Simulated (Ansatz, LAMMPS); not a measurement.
**Amorphous polythiophene with methane (capped chains of 7 units) at 300 K (258 atoms): a short ab initio trajectory**

Aim: follow amorphous polythiophene with methane (capped chains of 7 units) at 300 K (258 atoms) for a short time with forces from DFT, then look at structure and electrons in the last frame.

Program: Ansatz 0.2.0. Level of theory: Kohn-Sham DFT, revPBE+D4, PAW (set soft_2), plane waves. Results are calculated unless marked as measured.

### 1. The starting structure

The cell holds 258 atoms: 126 C, 28 S and 104 H. Cell: a = 14.999 Å, b = 14.999 Å, c = 14.999 Å, α = 90.0°, β = 90.0°, γ = 90.0°. 4 polythiophene chains of 7 units with methyl end groups, 6 methane placed at random, at 1.24 g/cm³; overlaps pushed apart, then 20 ps at 800 K with MMFF94 bonds, angles, torsions, charges and radii (Halgren, J. Comput. Chem. 17, 490 (1996)) in harmonic and 12-6 forms. Snapshot after 30 ps at 300 K and fixed volume.

Before any run, some limits are plain. The network of contacts between molecules at the start is that of the classical potential that made the cell. The density was typed from a rule of thumb and may lie off the real one at this temperature. The Brillouin zone is sampled at Γ only, in a cell whose shortest periodic width is 15 Å.

### 2. Single point at the start

A single point comes first, to see the forces before anything moves.

Contents of input.yaml:

```yaml
crystal:
  lattice:
    - [14.9994, 0.0, 0.0]
    - [0.0, 14.9994, 0.0]
    - [0.0, 0.0, 14.9994]
  atoms:
    - { symbol: C, position: [0.69854, 0.11688, 0.91629] }
    - { symbol: C, position: [0.713, 0.03133, 0.87498] }
    - { symbol: C, position: [0.66658, 0.00292, 0.80552] }
    - { symbol: C, position: [0.66556, 0.9086, 0.79835] }
    [... 248 atom lines left out ...]
    - { symbol: H, position: [0.61872, 0.52327, 0.80838] }
    - { symbol: C, position: [0.4769, 0.24384, 0.59031] }
    - { symbol: H, position: [0.50796, 0.27332, 0.53373] }
    - { symbol: H, position: [0.41714, 0.20723, 0.56851] }
    - { symbol: H, position: [0.45735, 0.29063, 0.64195] }
    - { symbol: H, position: [0.5175, 0.19118, 0.62197] }
kpoints:
  mp_grid: { grid: [1, 1, 1] }
hamiltonian:
  xc: revpbe
  dispersion: d4
scf:
  occupations: { method: fixed }
output:
  forces: true
```

Command:

```console
$ ansatz run input.yaml --threads 4 --pin off --max-ram 8192MiB --backend cpu --events-out ev --progress --plain --runs-dir out
```

The job ended after 56 s (4 threads of Arm Neoverse V2, shared host; peak memory 4.5 GiB).

The run gave:

```yaml
free_energy: -58759.3218 eV
free_energy_per_atom: -227.7493 eV/atom
scf_cycles: 11
r_m_s_force_component: 0.995 eV/Å
longest_force: 4.647 eV/Å
fermi_energy: 1.807 eV
```

The r.m.s. force component of 0.99 eV/Å sets the starting point.

Neighbours are counted within 1.85 Å (C-C), 1.34 Å (C-H), 2.17 Å (C-S).

Length of the force by element and coordination:

```csv
element,coordination,atoms,mean length of the force (eV/Å),spread,least,most
C,all,126,1.86,0.921,0.325,4.65
C,3,112,1.87,0.954,0.325,4.65
C,4,14,1.77,0.581,0.788,2.71
H,all,104,0.920,0.558,0.0978,2.93
S,all,28,1.68,0.929,0.194,4.15
```

### 3. Dynamics at 300 K

Without a thermostat the total energy must stay constant, which tests forces and time step. The time step is 0.5 fs, short enough for the stretching of bonds to hydrogen.

Changes to input.yaml since step 2:

```diff
@@ -16 +16,8 @@
   forces: true
+md:
+  timestep: 0.5
+  n_steps: 56
+  ensemble: nve
+  temperature: 300
+  initial_velocities: maxwell_boltzmann
+  seed: 9156
```

It took 35 min on 4 threads; peak memory 4.5 GiB; 2.3 h of CPU time.

The program notes that it switched symmetry off.

The trajectory, sampled:

```csv
time (fs),T (K),potential (meV/atom),conserved (meV/atom)
0.0,300,0.0,0.00
2.0,300,0.0,0.00
3.5,305,-0.6,0.01
5.5,320,-2.6,-0.01
7.5,325,-3.1,0.01
9.5,335,-4.5,-0.02
11.0,333,-4.3,0.00
13.0,332,-4.1,0.00
15.0,330,-3.8,0.01
17.0,329,-3.7,-0.01
18.5,323,-3.0,0.01
20.5,325,-3.2,-0.02
22.5,310,-1.3,0.01
24.5,308,-1.0,0.00
26.0,306,-0.7,0.01
28.0,304,-0.5,0.00
```

Mean square displacement from the first frame to the last: C 0.022 Å², S 0.014 Å², H 0.091 Å².

The mean square displacement by time lag:

```csv
time lag (fs),C (Å²),H (Å²),S (Å²)
0.50,1.7e-5,1.9e-4,6.6e-6
1.00,7.0e-5,7.3e-4,2.6e-5
1.50,1.6e-4,0.00163,5.9e-5
2.00,2.8e-4,0.00284,1.0e-4
3.00,6.2e-4,0.00604,2.4e-4
3.50,8.4e-4,0.00794,3.2e-4
4.00,0.00108,0.00999,4.2e-4
5.00,0.00166,0.0143,6.5e-4
5.50,0.00198,0.0165,7.8e-4
6.00,0.00232,0.0188,9.3e-4
6.50,0.00269,0.0210,0.00109
7.50,0.00347,0.0254,0.00144
8.00,0.00388,0.0276,0.00163
8.50,0.00431,0.0299,0.00184
9.50,0.00519,0.0344,0.00228
10.00,0.00565,0.0368,0.00252
10.50,0.00611,0.0392,0.00276
11.00,0.00657,0.0417,0.00302
12.00,0.00751,0.0467,0.00357
12.50,0.00799,0.0492,0.00385
13.00,0.00846,0.0516,0.00415
14.00,0.00940,0.0562,0.00476
```

The drift taken off is the plain mean over atoms, not the centre of mass, so with hydrogen in the cell the heavy atoms' values at short lags are too large.

Over the second half of 28 fs the temperature averages 318 K with swings of 10 K r.m.s. The conserved energy stays within 0.02 meV/atom. From first frame to last H has the largest mean square displacement, 0.091 Å² at the end; the farthest move is 0.73 Å. The run spans 0.03 ps, too short for its means to be equilibrium values.

### 4. Distances and neighbours late in the run

The g(r) is a mean over the second half; what follows it is taken at the last frame.

Bonds before and after, by the cutoffs listed below:

```csv
pair,bonds before,bonds after,mean before (Å),mean after (Å),spread before (Å),spread after (Å)
C-C,116,116,1.403,1.415,0.042,0.043
C-H,104,104,1.087,1.098,0.029,0.031
C-S,56,56,1.712,1.775,0.035,0.037
```

Density 1.24 g/cm³, 13.08 Å³ an atom.

Mean of 16 frames. Pair distribution functions g(r), in bins of 0.2 Å:

```csv
r (Å),total,C-C,C-H,C-S,H-H,H-S,S-S
1.00,1.97,0.00,4.99,0.00,0.00,0.00,0.00
1.20,1.52,0.00,3.87,0.00,0.00,0.00,0.00
1.40,2.26,9.48,0.00,0.00,0.00,0.00,0.00
1.60,0.17,0.33,0.00,0.09,0.47,0.00,0.00
1.80,1.37,0.00,0.00,6.73,4.02,0.00,0.00
2.00,0.11,0.00,0.16,0.00,0.31,0.00,0.00
2.20,1.17,0.21,2.63,0.00,0.56,0.00,0.00
2.40,0.71,2.05,0.13,0.00,1.04,0.00,0.00
2.60,1.09,1.66,0.14,3.22,1.75,0.19,0.00
2.80,0.84,0.01,0.74,2.60,1.06,1.06,0.00
3.00,0.68,0.06,0.93,0.16,0.97,1.33,0.77
3.20,0.71,0.21,0.86,0.59,0.86,0.99,2.57
3.40,0.87,0.18,1.30,0.51,1.08,0.82,1.04
3.60,0.85,0.57,0.72,0.69,1.07,2.04,0.83
3.80,1.06,1.69,0.76,0.54,1.11,1.31,0.30
4.00,0.99,1.11,0.91,0.94,1.21,0.73,0.77
4.20,1.01,0.95,1.03,1.18,1.08,0.72,1.67
4.40,1.08,0.99,1.21,0.91,1.02,0.97,2.50
4.60,1.15,1.18,1.23,1.23,0.96,0.98,0.86
4.80,1.15,1.27,1.06,1.40,1.20,0.89,0.99
5.00,1.09,1.18,1.04,1.34,1.13,0.78,0.92
5.20,1.02,1.00,1.03,1.23,1.10,0.76,0.48
5.40,1.03,1.05,1.02,0.81,1.10,1.12,1.10
5.60,0.97,0.97,0.98,0.90,1.03,0.86,0.84
5.80,1.04,1.11,1.01,1.05,1.02,0.98,0.85
6.00,1.01,1.02,0.94,1.17,1.05,0.98,1.27
6.20,0.95,1.10,0.85,0.88,0.96,0.94,2.08
6.40,0.95,0.96,0.91,1.00,1.00,0.94,0.66
```

Bonds by pair of elements; cutoffs follow the first minimum of g(r), held within bounds set by covalent radii, and pairs that aren't listed don't count as bonded:

```csv
pair A-B,cutoff (Å),bonds,mean length (Å),spread (Å),shortest (Å),B about A,A about B
C-C,1.85,116,1.42,0.043,1.33,1.84,1.84
C-H,1.34,104,1.10,0.031,1.02,0.825,1
C-S,2.21,56,1.77,0.037,1.70,0.444,2
```

How many atoms have how many bonded neighbours:

```csv
element,mean,1,2,3,4
C,3.11,0,0,112,14
H,1,104,0,0,0
S,2,0,28,0,0
```

Bond angles, per cent of each kind in bins of 5°:

```csv
angle (°),C-C-H,C-C-C,C-C-S,H-C-H,C-S-C
85–90,0.0,0.0,0.0,0.0,50.0
90–95,0.0,0.0,0.0,0.0,50.0
95–100,0.0,0.0,0.0,3.3,0.0
100–105,4.4,0.0,0.0,20.0,0.0
105–110,4.4,4.5,13.4,31.7,0.0
110–115,5.1,35.7,42.0,30.0,0.0
115–120,20.6,9.8,26.8,13.3,0.0
120–125,38.2,6.2,17.9,1.7,0.0
125–130,22.8,25.9,0.0,0.0,0.0
130–135,4.4,17.0,0.0,0.0,0.0
135–140,0.0,0.9,0.0,0.0,0.0
```

Bond angles (no mean is given where the spread exceeds 20°):

```csv
angle,count,mean (°),spread (°)
C-C-H,136,121,6.6
C-C-C,112,121,8.4
C-C-S,112,115,4.4
H-C-H,60,109,5.3
C-S-C,28,90.2,1.9
```

Bond length by coordination (bonds to H left out):

```csv
element,coordination,atoms,mean bond length (Å)
C,3,112,1.48
C,4,8,1.51
```

Rings of the network by King's shortest-path rule, up to 12 atoms, one path for each pair of neighbours; H, halogens, alkali and alkaline-earth atoms are left out, and the last column divides by all other atoms, bonded or not:

```csv
ring size (atoms),rings,per network atom
5,28,0.182
```

By these cutoffs 89 % of C atoms have 3, all H atoms have 1 and all S atoms have 2 bonded neighbours. The C-C-H angle averages 121° with a spread of 7°. All rings counted have 5 atoms.

### 5. Single point at the last frame

The last frame is solved once more, with the analyses that the dynamics left out.

Contents of input.yaml:

```yaml
crystal:
  lattice:
    - [14.9994, 0.0, 0.0]
    - [0.0, 14.9994, 0.0]
    - [0.0, 0.0, 14.9994]
  atoms:
    - { symbol: C, position: [0.69404, 0.13055, 0.91431] }
    - { symbol: C, position: [0.69605, 0.03608, 0.87633] }
    - { symbol: C, position: [0.65927, 0.99604, 0.80247] }
    - { symbol: C, position: [0.67984, 0.90173, 0.78473] }
    [... 248 atom lines left out ...]
    - { symbol: H, position: [0.6237, 0.527, 0.80569] }
    - { symbol: C, position: [0.47274, 0.24528, 0.58681] }
    - { symbol: H, position: [0.49381, 0.25839, 0.51617] }
    - { symbol: H, position: [0.40403, 0.22226, 0.58941] }
    - { symbol: H, position: [0.47999, 0.29876, 0.63717] }
    - { symbol: H, position: [0.5088, 0.18483, 0.60755] }
kpoints:
  mp_grid: { grid: [1, 1, 1] }
hamiltonian:
  xc: revpbe
  dispersion: d4
scf:
  occupations: { method: fixed }
output:
  forces: true
  stress: true
  populations: true
  dos:
    method: { smearing: { sigma: 0.15 } }
    de: 0.1
    projected: { site_lists: { C: [C], H: [H], S: [S] } }
  eigenvalues: true
  write_density: true
  write_potential: true
  volumetric_format: npy
  elf: true
```

Elapsed: 2.1 min, on 4 threads; peak memory 5.1 GiB; 8.4 min of CPU time.

The program notes that the exchange-correlation potential is rough where the density is thin.

Numbers from this run:

| Property | Result |
| --- | --- |
| free energy | -58759.4565 eV |
| free energy per atom | -227.7498 eV/atom |
| SCF cycles | 11 |
| pressure | -1.377 GPa |
| r.m.s. force component | 0.8892 eV/Å |
| longest force | 4.048 eV/Å |
| Fermi energy | 1.814 eV |
| gap (highest filled to lowest empty level) | 1.121 eV |
| spilling of the projection | 0.01268 |

Neighbours are counted within 1.85 Å (C-C), 1.34 Å (C-H), 2.21 Å (C-S), the cutoffs taken from the dynamics.

Length of the force by element and coordination:

```csv
element,coordination,atoms,mean length of the force (eV/Å),spread,least,most
C,all,126,1.66,0.738,0.366,4.05
C,3,112,1.65,0.726,0.366,4.05
C,4,14,1.74,0.825,0.513,3.81
H,all,104,0.935,0.498,0.0987,2.61
S,all,28,1.50,0.731,0.255,3.33
```

Löwdin charges by element and coordination (they lack the spilled electrons, 0.038 e an atom on average):

```csv
element,coordination,atoms,mean charge (e),spread,least,most
C,all,126,-0.162,0.136,-0.654,-0.0486
C,3,112,-0.117,0.0356,-0.172,-0.0486
C,4,14,-0.522,0.0943,-0.654,-0.421
H,all,104,0.198,0.0122,0.152,0.224
S,all,28,0.345,0.0456,0.262,0.430
```

Density of states as counts of states in windows of 1 eV (from the Fermi level), total and the larger projections:

```csv
from (eV),to (eV),total,C p,S p,H s,C s
-14,-13,36.2,8.7,0.4,5.1,13.9
-13,-12,25.2,7.1,0.4,4.6,11.8
-12,-11,10.5,5.7,0.1,0.6,2.9
-11,-10,32.6,16.9,1.6,3.4,8.5
-10,-9,40.0,20.9,3.9,5.4,6.2
-9,-8,44.0,23.7,5.0,6.4,5.0
-8,-7,26.5,16.5,2.7,3.7,2.6
-7,-6,79.0,52.8,6.8,14.5,2.1
-6,-5,115.0,79.8,11.8,18.7,1.5
-5,-4,104.2,56.4,31.5,12.1,0.9
-4,-3,26.9,15.1,9.1,1.2,0.3
-3,-2,51.6,29.6,21.1,0.3,0.2
-2,-1,33.6,20.7,12.2,0.3,0.1
-1,0,15.4,14.2,0.8,0.2,0.1
0,1,1.9,1.6,0.2,0.0,0.0
1,2,19.3,13.4,4.3,0.3,0.4
2,3,33.5,19.1,8.0,1.1,2.0
3,4,56.8,25.9,11.7,4.7,4.7
4,5,78.2,30.5,9.1,9.8,6.3
```

With fixed occupations the program's Fermi level is the highest filled level; weight inside the gap is the broadening of levels at its edges.

Between -19 and -14 eV lie 134 more states.

The levels nearest the highest filled one (over half full), pooled over k-points and spins:

```csv
level less the highest filled one (eV),occupation
-0.523,2
-0.475,2
-0.203,2
-0.111,2
-0.0905,2
0,2
1.12,0
1.13,0
1.27,0
1.36,0
1.53,0
1.60,0
```

Mean Löwdin charges: C -0.16, H +0.20, S +0.35 e (they miss 1.3 % of the electrons, so they add up to more than the cell's charge). The largest share in the top eV of filled states is C p (94 % of the projected weight), and in the lowest eV of empty states C p (72 % of the projected weight).

### 6. Results

```
mean temperature, second half                                : 317.7 K
temperature swing, second half                               : 10.01 K
slope of the conserved energy against time, by least squares : 0.0187 meV/atom/ps
free energy per atom                                         : -227.7498 eV/atom
pressure                                                     : -1.377 GPa
r.m.s. force component                                       : 0.8892 eV/Å
gap (highest filled to lowest empty level)             : 1.121 eV
wall time of the 3 DFT runs                                  : 38 min
```

In words: Over the second half of 28 fs the temperature averages 318 K with swings of 10 K r.m.s. The conserved energy stays within 0.02 meV/atom. The run spans 0.03 ps, too short for its means to be equilibrium values. With the cutoffs above, 89 % of C atoms have 3, all H atoms have 1 and all S atoms have 2 bonded neighbours. The highest filled and lowest empty levels differ by 1.12 eV (at Γ alone); a semilocal functional tends to put such gaps too low. It is the spacing of short capped chains, not of the long polymer. In a disordered cell it changes from sample to sample, and tail or defect levels can set it.

What to keep in mind: The network of contacts between molecules at the start is that of the classical potential that made the cell; DFT moved the atoms only locally, and no bond changed. The pressure of a single frame lacks the kinetic term, about 0.34 GPa here.

[Logs are printed without paths, hosts, clocks, repeated set-up lines and the standing remarks that a program may print on its own settings, such as how far it seeks lower states.]

[Hosts, paths, dates, database ids (printed as entryN), source tags and the programs' standing remarks are cut or masked in the printed files.]

[The MMFF94 radii named for the starting cell were scaled by 0.96; in molecules described by MMFF94, hydrogen bound to N, O or S took a small fixed 12-6 site in their place.]
